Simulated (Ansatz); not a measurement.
# (SrO)1(LiCl)3 [001] superlattice, started as rocksalt type: following an unstable mode, part 2 of 3

Wanted: the energy along a soft mode of (SrO)1(LiCl)3 [001] superlattice, started as rocksalt type and the structure at the end.

Ansatz 0.2.0; DFT PBEsol, scalar-relativistic, plane waves, PAW.

So far. Step 2 (Linear response at the zone centre): Before it was imposed, the acoustic sum rule was missed by 0.0017 eV/Å² and the charge sum rule by 0.0066 e. Small misses are needed for a sound result but don't prove that mesh and cutoff are converged. The lowest optical mode is imaginary, 184.5i cm⁻¹, so the energy falls along it. Step 3 (The mode frozen in, largest atomic shift 0 Å): At this level the gap is 4.17 eV on the k-mesh of the self-consistent run, which can miss the band edges.

The structure was built from a prototype and need not be the compound's stable phase.

**4. The mode frozen in, largest atomic shift 0.32 Å**

The atoms are moved along the unstable eigenvector, the largest shift by 0.32 Å, with the cell fixed.

input.yaml reads:

```yaml
crystal:
  lattice:
    - [2.5053982963, 2.5053982963, 0.0]
    - [-2.5053982963, 2.5053982963, 0.0]
    - [0.0, 0.0, 10.7162959722]
  atoms:
    - { symbol: Cl, position: [0.0, 0.0, 0.2606493847] }
    - { symbol: Cl, position: [0.5, 0.5, 0.5060237537] }
    - { symbol: Cl, position: [0.0, 0.0, 0.7385374463] }
    - { symbol: Li, position: [0.5, 0.5, 0.1894385428] }
    - { symbol: Li, position: [0.0, 0.0, 0.4917469554] }
    - { symbol: Li, position: [0.5, 0.5, 0.7508393292] }
    - { symbol: O, position: [0.5, 0.5, 0.0166243469] }
    - { symbol: Sr, position: [0.0, 0.0, 0.0002403509] }
kpoints:
  mp_grid: { grid: [8, 8, 2] }
hamiltonian:
  xc: pbesol
scf:
  occupations: { method: gaussian, width: 0.02 }
output:
  forces: true
  stress: true
  eigenvalues: true
```

Run with:

```sh
ansatz run input.yaml --threads 8 --pin off --max-ram 14336MiB --backend cpu --events-out ev --progress --plain --runs-dir out
```

Numbers of over 12 decimals in the logs are rounded to 6 here.

Log:

```text
[...]
Crystal: 8 atoms, lattice volume = 134.533 Å³
Basis set: ecut = 420 eV, 2631 PW (Γ), exchange–correlation on 48×48×144 points (8 copies of the dense FFT grid, shifted against one another)
Bands: 31, of which v1, the nominal top of the filled ones, is band 23 counted from 1 (22 counted from 0)
Symmetry: 8 space group operations
[...]
k-points: 30 of 128
[...]
k-point 0: bands = [... 19 lower, 3.0927, 3.3899, 4.1673, 4.1673, 8.4016, 8.4391, 10.2258, 10.8027, ... 3 higher]
  k-point 1: bands = [... 19 lower, 3.0847, 3.2498, 4.1667, 4.1667, 8.4034, 8.6973, 9.6569, 11.1874, ... 3 higher]
  k-point 2: bands = [... 19 lower, 3.1243, 3.3039, 3.8476, 3.9836, 8.7665, 8.8191, 10.3663, 10.9358, ... 3 higher]
  k-point 29: bands = [... 19 lower, 2.5780, 3.3282, 3.9704, 3.9704, 8.9042, 8.9042, 10.2956, 10.6442, ... 3 higher]
[key lines of the parts left out:]
SCF converged after 7 iterations
Free energy (F): -7858.131716 eV
Fermi energy:    6.284478 eV
P = ⅓ Tr σ = 0.7064 GPa (7.064 kbar)
```

Elapsed: 1.9 s, on 8 threads of Arm Neoverse V1, shared host; peak memory 0.5 GiB.

Numbers from this step:

| Item | Value |
| --- | --- |
| pressure | 0.7064 GPa |
| gap on the k-mesh | 4.234 eV |
| energy from the undistorted cell | -6.179 meV/atom |

The energy, extrapolated to zero smearing, is -6.18 meV/atom against the undistorted cell.

The run ends at a pressure of 0.71 GPa, with forces up to 0.53 eV/Å.

**5. Energy along the mode, all amplitudes (two of the runs are shown above)**

An imaginary frequency means negative curvature, so the energy should fall and then rise again as anharmonic terms take over.

Numbers from this step:

* depth at the lowest point sampled: 6.179 meV/atom
* largest atomic shift at that point: 0.32 Å

The energy from the parent by largest atomic shift:

```tsv
largest atomic shift (Å)	energy from the parent (meV/atom)
0.000	0
0.040	-0.258
0.080	-1.01
0.140	-2.85
0.220	-5.70
0.320	-6.18
0.450	14.3
```

Displacement at unit largest shift by atom:

```tsv
atom	x (Å)	y (Å)	z (Å)	size
Cl1	0.00	0.00	-0.01	0.01
Cl2	0.00	0.00	0.20	0.20
Cl3	0.00	0.00	-0.01	0.01
Li4	0.00	0.00	-1.00	1.00
Li5	0.00	0.00	-0.28	0.28
Li6	0.00	0.00	-1.00	1.00
O7	0.00	0.00	0.56	0.56
Sr8	0.00	0.00	0.01	0.01
```

The lowest of the steps tried is at 0.32 Å, 6.18 meV/atom below the parent; the bottom of the well need not coincide with a step.

**6. Relaxation from the frozen mode**

Starting from the lowest point found, all atoms and the cell are let go, so that strain and other modes of the same symmetry can join in.

input.yaml, as its differences from that of step 4:

```diff
@@ -19,3 +19,3 @@
 scf:
-  occupations: { method: gaussian, width: 0.02 }
+  occupations: { method: fixed }
 output:
@@ -24 +24,10 @@
   eigenvalues: true
+  write_density: true
+  write_potential: true
+  elf: true
+  volumetric_format: npy
+relax:
+  adjacent_minimum: "off"
+  f_tol: 0.002
+  max_steps: 120
+  cell: { stress_tol: 0.03 }
```

Log:

```text
[...]
Crystal: 8 atoms, lattice volume = 134.533 Å³
Basis set: ecut = 420 eV, 2631 PW (Γ), exchange–correlation on 48×48×144 points (8 copies of the dense FFT grid, shifted against one another)
Bands: 31, of which v1, the nominal top of the filled ones, is band 23 counted from 1 (22 counted from 0)
Symmetry: 8 space group operations
[...]
k-points: 30 of 128
[...]
SCF iter   1: F=—  HF=-7858.156642 eV  |F-HF|=—  |Δ(HF+E_count)|=         —  Δρ=7.34e-3  dr2=8.39e-2  ethr=1.77e-3  ⟨swp⟩=5.4  Hψ=4026  notcnv=0  defer=154
[...]
SCF iter   7: F=-7858.131716 eV  HF=-7858.131716 eV  |F-HF|=4.85e-9  |Δ(HF+E_count)|=   1.89e-7  Δρ=4.78e-6  dr2=3.22e-8  ethr=2.17e-10  ⟨swp⟩=18.9  Hψ=9606  notcnv=0
SCF 1 converged in 7 iterations: F = -7858.131716 eV  dr2 = 3.22e-8
[...]
relax step   1: F+E_penalty+E_count = -7858.13171571 eV  Δ(F+E_penalty+E_count) = +0.000e0 eV  max|allowed force component| = 5.306e-1 eV/Å  Δτ_max = 0.0000 Å  P = +0.706 GPa  Ω = 134.533 Å³  (7 SCF iters, dr2 threshold 1.00e-7 eV, accepted)
Crystal: 8 atoms, lattice volume = 137.558 Å³
Basis set: ecut = 420 eV, 2673 PW (Γ), exchange–correlation on 48×48×144 points (8 copies of the dense FFT grid, shifted against one another)
[...]
iter 1 solved again at ethr=3.23e-4 eV; its pass at ethr=3.10e-3 eV (dr2=1.48e-1 eV) is discarded
[...]
SCF iter   7: F=-7858.224056 eV  HF=-7858.224056 eV  |F-HF|=6.58e-8  |Δ(HF+E_count)|=   1.29e-6  Δρ=7.34e-6  dr2=9.05e-8  ethr=1.74e-9  ⟨swp⟩=18.3  Hψ=9469  notcnv=0
SCF 2 converged in 7 iterations: F = -7858.224056 eV  dr2 = 9.05e-8
relax step   2: F+E_penalty+E_count = -7858.22405586 eV  Δ(F+E_penalty+E_count) = -9.234e-2 eV  max|allowed force component| = 3.422e-1 eV/Å  Δτ_max = 0.1874 Å  P = -0.292 GPa  Ω = 137.558 Å³  energy of the carried Pulay correction = -1.879e-3 eV  (7 SCF iters, dr2 threshold 8.00e-7 eV, accepted)
Crystal: 8 atoms, lattice volume = 138.710 Å³
Basis set: ecut = 420 eV, 2705 PW (Γ), exchange–correlation on 48×48×144 points (8 copies of the dense FFT grid, shifted against one another)
[...]
SCF iter   7: F=-7858.290253 eV  HF=-7858.290253 eV  |F-HF|=3.51e-8  |Δ(HF+E_count)|=   1.07e-6  Δρ=5.80e-6  dr2=6.15e-8  ethr=1.74e-9  ⟨swp⟩=18.5  Hψ=9030  notcnv=0
SCF 3 converged in 7 iterations: F = -7858.290253 eV  dr2 = 6.15e-8
relax step   3: F+E_penalty+E_count = -7858.29025278 eV  Δ(F+E_penalty+E_count) = -6.620e-2 eV  max|allowed force component| = 1.225e-1 eV/Å  Δτ_max = 0.1931 Å  P = -0.265 GPa  Ω = 138.710 Å³  energy of the carried Pulay correction = -2.584e-3 eV  (7 SCF iters, dr2 threshold 8.00e-7 eV, accepted)
[... from here on, the SCF cycles and remarks between the steps are left out ...]
relax step   4: F+E_penalty+E_count = -7858.31129177 eV  Δ(F+E_penalty+E_count) = -2.104e-2 eV  max|allowed force component| = 1.487e-1 eV/Å  Δτ_max = 0.1166 Å  P = -0.055 GPa  Ω = 138.777 Å³  energy of the carried Pulay correction = -2.625e-3 eV  (7 SCF iters, dr2 threshold 8.00e-7 eV, accepted)
relax step   5: F+E_penalty+E_count = -7858.32863915 eV  Δ(F+E_penalty+E_count) = -1.735e-2 eV  max|allowed force component| = 1.228e-1 eV/Å  Δτ_max = 0.0845 Å  P = +0.004 GPa  Ω = 140.263 Å³  energy of the carried Pulay correction = -3.525e-3 eV  (6 SCF iters, dr2 threshold 8.00e-7 eV, accepted)
relax step   6: F+E_penalty+E_count = -7858.32731160 eV  Δ(F+E_penalty+E_count) = +1.328e-3 eV  max|allowed force component| = 1.778e-1 eV/Å  Δτ_max = 0.0257 Å  P = +0.010 GPa  Ω = 140.237 Å³  energy of the carried Pulay correction = -3.509e-3 eV  (6 SCF iters, dr2 threshold 8.00e-7 eV, rejected (line search))
relax step   7: F+E_penalty+E_count = -7858.33058649 eV  Δ(F+E_penalty+E_count) = -1.947e-3 eV  max|allowed force component| = 2.684e-2 eV/Å  Δτ_max = 0.0128 Å  P = +0.007 GPa  Ω = 140.262 Å³  energy of the carried Pulay correction = -3.524e-3 eV  (9 SCF iters, accepted)
relax step   8: F+E_penalty+E_count = -7858.33061779 eV  Δ(F+E_penalty+E_count) = -3.130e-5 eV  max|allowed force component| = 7.141e-3 eV/Å  Δτ_max = 0.0056 Å  P = +0.001 GPa  Ω = 140.361 Å³  energy of the carried Pulay correction = -3.584e-3 eV  (6 SCF iters, dr2 threshold 4.50e-8 eV, accepted)
relax step   9: F+E_penalty+E_count = -7858.33063924 eV  Δ(F+E_penalty+E_count) = -2.145e-5 eV  max|allowed force component| = 8.920e-3 eV/Å  Δτ_max = 0.0022 Å  P = -0.003 GPa  Ω = 140.319 Å³  energy of the carried Pulay correction = -3.558e-3 eV  (6 SCF iters, dr2 threshold 3.19e-9 eV, rejected (line search))
relax step  10: F+E_penalty+E_count = -7858.33063323 eV  Δ(F+E_penalty+E_count) = -1.544e-5 eV  max|allowed force component| = 1.191e-3 eV/Å  Δτ_max = 0.0011 Å  P = -0.000 GPa  Ω = 140.355 Å³  energy of the carried Pulay correction = -3.580e-3 eV  (8 SCF iters, accepted)
relax step  11: F+E_penalty+E_count = -7858.34027701 eV  Δ(F+E_penalty+E_count) = -9.644e-3 eV  max|allowed force component| = 2.214e-3 eV/Å  Δτ_max = 0.0000 Å  P = +0.095 GPa  Ω = 140.355 Å³  stress off target by 2.31e-1 GPa  SCF on the basis re-selected at this cell (its energy is not comparable with the rows above)  (7 SCF iters)
relax step  12: F+E_penalty+E_count = -7858.34050668 eV  Δ(F+E_penalty+E_count) = -2.297e-4 eV  max|allowed force component| = 1.089e-2 eV/Å  Δτ_max = 0.0075 Å  P = +0.031 GPa  Ω = 140.778 Å³  energy of the carried Pulay correction = -2.444e-4 eV  (6 SCF iters, dr2 threshold 1.33e-7 eV, accepted)
relax step  13: F+E_penalty+E_count = -7858.34050247 eV  Δ(F+E_penalty+E_count) = +4.214e-6 eV  max|allowed force component| = 6.537e-3 eV/Å  Δτ_max = 0.0080 Å  P = -0.001 GPa  Ω = 141.013 Å³  energy of the carried Pulay correction = -3.809e-4 eV  (6 SCF iters, dr2 threshold 3.51e-8 eV, accepted)
relax step  14: F+E_penalty+E_count = -7858.34052203 eV  Δ(F+E_penalty+E_count) = -1.956e-5 eV  max|allowed force component| = 3.916e-3 eV/Å  Δτ_max = 0.0021 Å  P = +0.005 GPa  Ω = 141.000 Å³  energy of the carried Pulay correction = -3.710e-4 eV  (6 SCF iters, dr2 threshold 2.67e-9 eV, accepted)
relax step  15: F+E_penalty+E_count = -7858.34051493 eV  Δ(F+E_penalty+E_count) = +7.096e-6 eV  max|allowed force component| = 1.834e-3 eV/Å  Δτ_max = 0.0008 Å  P = +0.002 GPa  Ω = 141.018 Å³  energy of the carried Pulay correction = -3.826e-4 eV  (6 SCF iters, dr2 threshold 9.59e-10 eV, accepted)
[...]
SCF iter   1: F=—  HF=-7858.340917 eV  |F-HF|=—  |Δ(HF+E_count)|=         —  Δρ=4.61e-5  dr2=1.51e-7  ethr=8.41e-7  ⟨swp⟩=3.0  Hψ=6279  notcnv=0  defer=180
eigensolver tolerance schedule: the retry pair's looser diagonalisation over-reported the residual by 2556.88 of it (diagonalisation noise at 2.27 of the residual, at the tolerance the schedule requests for it); recorded, not acted on — ethr = c·dr2/N_el stays at c = 1.0e-1
[...]
SCF iter   2: F=—  HF=-7858.340868 eV  |F-HF|=—  |Δ(HF+E_count)|=   4.84e-5  Δρ=2.33e-5  dr2=4.79e-8  ethr=3.29e-10  ⟨swp⟩=3.2  Hψ=1990  notcnv=0  defer=178
[...]
SCF iter   6: F=-7858.340876 eV  HF=-7858.340876 eV  |F-HF|=1.82e-12  |Δ(HF+E_count)|=  9.82e-11  Δρ=3.72e-8  dr2=3.67e-12  ethr=1.00e-12  ⟨swp⟩=16.5  Hψ=7115  notcnv=0
SCF 16 converged in 6 iterations: F = -7858.340876 eV  dr2 = 3.67e-12
relax step  16: F+E_penalty+E_count = -7858.34087554 eV  Δ(F+E_penalty+E_count) = -3.606e-4 eV  max|allowed force component| = 1.869e-3 eV/Å  Δτ_max = 0.0000 Å  P = +0.003 GPa  Ω = 141.018 Å³  stress off target by 7.80e-3 GPa  SCF on the basis re-selected at this cell (its energy is not comparable with the rows above)  (6 SCF iters)
[...]
SCF converged after 6 iterations
Free energy (F): -7858.340876 eV
[...]
Internal energy: -7858.340876 eV  (E = F + TS)
E sigma→0 (E₀):  -7858.340876 eV
Fermi energy:    4.268265 eV
[...]
--- Forces (eV/Å), atoms counted from 1 ---
  atom   1  Cl    -0.00000000    -0.00000000    -0.00023312
  atom   2  Cl    -0.00000000    -0.00000000    -0.00006145
  atom   3  Cl    -0.00000000    -0.00000000    -0.00034750
  atom   4  Li     0.00000000     0.00000000     0.00009451
  atom   5  Li     0.00000000     0.00000000     0.00010314
  atom   6  Li     0.00000000     0.00000000     0.00037758
  atom   7  O      0.00000000     0.00000000     0.00186887
  atom   8  Sr    -0.00000000    -0.00000000    -0.00180208
  max |Σ_I F_I| component: 4.59e-8 eV/Å
--- Stress (GPa, compression-positive) ---
        0.000061      -0.000000       0.000000
       -0.000000       0.000061       0.000000
        0.000000       0.000000       0.007804
  P = ⅓ Tr σ = 0.0026 GPa (0.026 kbar)
--- Band table (eV; the first three rows and the last of 30) ---
  k-point 0: bands = [... 19 lower, 2.2865, 3.3602, 4.2681, 4.2681, 7.8939, 8.4635, 9.4481, 9.9228, ... 4 higher]
  k-point 1: bands = [... 19 lower, 2.2806, 3.3281, 4.2683, 4.2683, 8.1423, 8.4644, 9.0552, 10.0213, ... 4 higher]
  k-point 2: bands = [... 19 lower, 2.3238, 3.3073, 3.9807, 4.0889, 8.2245, 8.8821, 9.5940, 10.1466, ... 4 higher]
  k-point 29: bands = [... 19 lower, 1.5264, 3.4674, 3.9517, 3.9517, 9.1343, 9.1343, 9.4289, 10.0140, ... 4 higher]
--- Relaxed structure (14 steps of the walk, 12 accepted, 2 SCFs on fresh bases) ---
  F+E_penalty+E_count = -7858.34087554 eV   max|allowed force component| = 1.869e-3 eV/Å   (the final SCF, on the basis selected at the relaxed cell)
  cell:  # Å, volume = 141.0179 Å³
    - [2.460663, 2.460663, 0]
    - [-2.460663, 2.460663, 0]
    - [0, 0, 11.645014]
  atoms:
    - { symbol: Cl, position: [0, 0, 0.263418] }
    - { symbol: Cl, position: [0.5, 0.5, 0.507606] }
    - { symbol: Cl, position: [0, 0, 0.752557] }
    - { symbol: Li, position: [0.5, 0.5, 0.201988] }
    - { symbol: Li, position: [0, 0, 0.468336] }
    - { symbol: Li, position: [0.5, 0.5, 0.709387] }
    - { symbol: O, position: [0.5, 0.5, 0.040779] }
    - { symbol: Sr, position: [0, 0, 0.010029] }
```

The job ended after 37 s (8 threads; peak memory 0.58 GiB).

The steps of the relaxation:

```tsv
step	energy less that of the first step (eV)	largest force component (eV/Å)	pressure (GPa)	volume (Å³)
1	0.0000	0.5306	0.71	134.53
2	-0.0923	0.3422	-0.29	137.56
3	-0.1585	0.1225	-0.27	138.71
4	-0.1796	0.1487	-0.06	138.78
5	-0.1969	0.1228	0.00	140.26
6	-0.1956	0.1778	0.01	140.24
7	-0.1989	0.0268	0.01	140.26
8	-0.1989	0.0071	0.00	140.36
9	-0.1989	0.0089	0.00	140.32
10	-0.1989	0.0012	0.00	140.35
11*	-0.2086	0.0022	0.09	140.35
12	-0.2088	0.0109	0.03	140.78
13	-0.2088	0.0065	0.00	141.01
14	-0.2088	0.0039	0.01	141.00
15	-0.2088	0.0018	0.00	141.02
16*	-0.2092	0.0019	0.00	141.02
```

Relaxation steps marked * repeat the geometry before them on a plane-wave basis chosen anew for their cell, so energy and pressure can jump there. Relaxation steps 6, 9 were tried and not accepted.

The run keeps the 8 symmetry operations that it works with, so distortions that break them were not tested.

```tsv
conventional cell, symmetrised	before	after	change
a (Å)	3.543	3.480	-1.8 %
b (Å)	3.543	3.480	-1.8 %
c (Å)	10.716	11.645	+8.7 %
volume (Å³/atom)	16.82	17.63	+4.8 %
```

The atoms that moved most (Å, as changes of fractional coordinates times the final cell):

```tsv
atom	dx	dy	dz	length
Li6	0.000	0.000	-0.483	0.483
O7	0.000	0.000	0.281	0.281
Li5	0.000	0.000	-0.273	0.273
Cl3	0.000	0.000	0.163	0.163
Li4	0.000	0.000	0.146	0.146
Sr8	0.000	0.000	0.114	0.114
Cl1	0.000	0.000	0.032	0.032
Cl2	0.000	0.000	0.018	0.018
```

This step gave:

- pressure: 0.002642 GPa
- gap on the k-mesh: 3.626 eV
- volume per atom: 17.63 Å³

Valence density in the ac plane at fractional y = 0.000, with atoms of Cl and Li and Sr within 0.2 Å of it. It is the smooth field of the valence electrons, not physical close to the nuclei.

Values in e/Å³, 24 rows by 14 columns, each cell a mean:
```
2.4 2.3 1.8 0.9 0.3 0.1 0.1 0.0 0.1 0.1 0.4 1.1 2.0 2.4
0.9 0.7 0.5 0.2 0.1 0.0 0.0 0.0 0.0 0.1 0.1 0.3 0.5 0.8
0.2 0.2 0.1 0.1 0.0 0.0 0.0 0.0 0.0 0.0 0.0 0.1 0.1 0.2
0.5 0.4 0.3 0.2 0.1 0.1 0.0 0.0 0.0 0.1 0.1 0.2 0.3 0.4
1.5 1.4 1.1 0.6 0.3 0.1 0.1 0.1 0.1 0.2 0.3 0.7 1.2 1.5
0.4 1.2 1.7 1.1 0.5 0.2 0.1 0.1 0.1 0.2 0.6 1.3 1.7 1.0
1.2 1.5 1.5 0.9 0.4 0.2 0.1 0.1 0.1 0.2 0.5 1.1 1.6 1.5
0.9 0.8 0.6 0.3 0.2 0.1 0.1 0.0 0.1 0.1 0.2 0.4 0.6 0.8
0.2 0.2 0.1 0.1 0.1 0.0 0.0 0.0 0.0 0.0 0.1 0.1 0.1 0.2
0.0 0.0 0.0 0.0 0.0 0.0 0.0 0.0 0.0 0.0 0.0 0.0 0.0 0.0
0.0 0.0 0.0 0.0 0.0 0.0 0.1 0.1 0.0 0.0 0.0 0.0 0.0 0.0
1.6 0.9 0.2 0.1 0.1 0.1 0.1 0.1 0.1 0.1 0.1 0.1 0.3 1.0
7.5 4.3 1.0 0.1 0.1 0.1 0.1 0.1 0.1 0.1 0.1 0.2 1.4 5.1
2.0 1.1 0.2 0.1 0.0 0.0 0.0 0.0 0.0 0.0 0.0 0.1 0.3 1.3
0.2 0.1 0.1 0.1 0.0 0.0 0.0 0.0 0.0 0.0 0.1 0.1 0.1 0.2
0.7 0.6 0.5 0.3 0.1 0.1 0.0 0.0 0.0 0.1 0.2 0.3 0.5 0.7
1.5 1.6 1.3 0.8 0.3 0.2 0.1 0.1 0.1 0.2 0.4 0.9 1.4 1.6
0.3 1.1 1.7 1.1 0.5 0.2 0.1 0.1 0.1 0.2 0.6 1.3 1.7 0.9
1.5 1.5 1.3 0.8 0.3 0.2 0.1 0.1 0.1 0.2 0.4 0.9 1.4 1.5
0.7 0.6 0.4 0.3 0.1 0.1 0.0 0.0 0.1 0.1 0.2 0.3 0.5 0.6
0.2 0.2 0.1 0.1 0.1 0.0 0.0 0.0 0.0 0.0 0.1 0.1 0.1 0.2
0.7 0.6 0.4 0.2 0.1 0.1 0.0 0.0 0.0 0.1 0.1 0.2 0.4 0.6
2.4 2.2 1.7 0.8 0.3 0.1 0.1 0.1 0.1 0.1 0.4 1.0 1.8 2.3
1.6 2.3 2.5 1.4 0.5 0.2 0.1 0.1 0.1 0.2 0.7 1.7 2.6 2.2
```
Columns run along a (3.5 Å), rows up along c (11.6 Å). Atoms in or near the plane, at fractional coordinates: Cl at (0.00, 0.26), Cl at (0.00, 0.75), Li at (0.00, 0.47), Sr at (0.00, 0.01).

ELF in the ac plane at fractional y = 0.000, with atoms of Cl and Li and Sr within 0.2 Å of it. It is the smooth field of the valence electrons, not physical close to the nuclei.

Ten even steps from '_' (0.09 × 1e-1) to '@' (9.86 × 1e-1), each cell a mean:
```
**##%%%%==..______..**%%%%##
****++--..__________..==++**
......__________________....
####**++==..______::==****##
%%%%%%%%##==..__..++##%%%%%%
--++%%%%%%++..__::**%%%%##++
**##%%%%##++..__::**%%%%%%##
%%%%%%##++--____..--**##%%%%
++++==::..__________..--==++
____________________________
____________________________
**==..__________________..==
@@@@==__________________**@@
++==..__________________..==
----::..____________..::::--
%%%%%%##==::______::++##%%%%
##%%%%%%##==..__..++##%%%%##
--++%%%%%%++..__::**%%%%##==
##%%%%%%##==..__::++##%%%%##
######**==::______::==**####
........______________......
**++==::______________::==++
**##%%##--__________==##%%##
__--##%%++..______::**%%##::
```
Columns run along a (3.5 Å), rows up along c (11.6 Å). Atoms in or near the plane, at fractional coordinates: Cl at (0.00, 0.26), Cl at (0.00, 0.75), Li at (0.00, 0.47), Sr at (0.00, 0.01).

Electrostatic potential energy in the ac plane at fractional y = 0.000, with atoms of Cl and Li and Sr within 0.2 Å of it. With pseudopotentials it is smooth inside the atoms' cores, unlike the true potential.

Values in eV, 24 rows by 14 columns, each cell a mean:
```
-55 -53 -41 -15  -2   3   5   6   5   2  -4 -21 -44 -54
-15 -11  -5   0   3   5   6   7   6   5   3  -1  -6 -12
  4   4   5   6   7   7   8   8   7   7   6   5   5   4
  2   3   5   7   8   8   8   8   8   8   7   6   5   3
-31 -26 -14   0   6   8   8   8   8   8   5  -3 -16 -27
-52 -48 -37 -13   3   7   8   8   8   6   0 -19 -39 -49
-45 -40 -28  -7   4   7   8   8   8   7   2 -12 -30 -42
 -9  -6   0   5   7   8   8   8   8   8   7   4  -1  -7
  7   7   8   8   9   9   9   9   9   9   8   8   8   7
  7   8   8   8   9   9   9   9   9   9   8   8   8   8
  4   4   5   7   8   8   9   9   9   8   7   6   5   4
-15 -11  -3   3   6   7   8   8   8   7   5   2  -5 -12
-34 -26 -14   0   5   7   8   8   8   7   4  -3 -16 -28
-17 -13  -4   3   6   7   8   8   8   7   5   2  -6 -14
  3   4   5   6   8   8   9   9   9   8   7   6   5   3
 -3  -1   3   6   8   9   9   9   9   9   8   5   2  -2
-39 -34 -21  -3   6   8   9   9   9   8   4  -7 -24 -36
-52 -48 -37 -13   3   7   9   9   8   7   1 -20 -40 -49
-38 -32 -20  -3   5   8   8   8   8   7   4  -7 -23 -34
 -2   0   3   6   8   8   8   8   8   8   7   6   3  -1
  4   5   5   6   7   8   8   8   8   8   7   6   5   4
 -9  -7  -2   2   5   7   8   8   8   6   4   1  -3  -7
-55 -50 -37 -13  -1   4   6   7   6   3  -3 -18 -40 -52
-58 -58 -58 -28  -5   2   5   6   5   1  -8 -37 -58 -58
```
Columns run along a (3.5 Å; values clipped at the 3rd and 97th percentile), rows up along c (11.6 Å). Atoms in or near the plane, at fractional coordinates: Cl at (0.00, 0.26), Cl at (0.00, 0.75), Li at (0.00, 0.47), Sr at (0.00, 0.01).

The distorted start has space group P4mm; the relaxation ends in P4mm.

(Part 2 of 3 ends here.)

[Logs are printed without paths, hosts, clocks, repeated set-up lines and the standing remarks that a program may print on its own settings, such as how far it seeks lower states.]

[Hosts, paths, dates, database ids (printed as entryN), source tags and the programs' standing remarks are cut or masked in the printed files.]
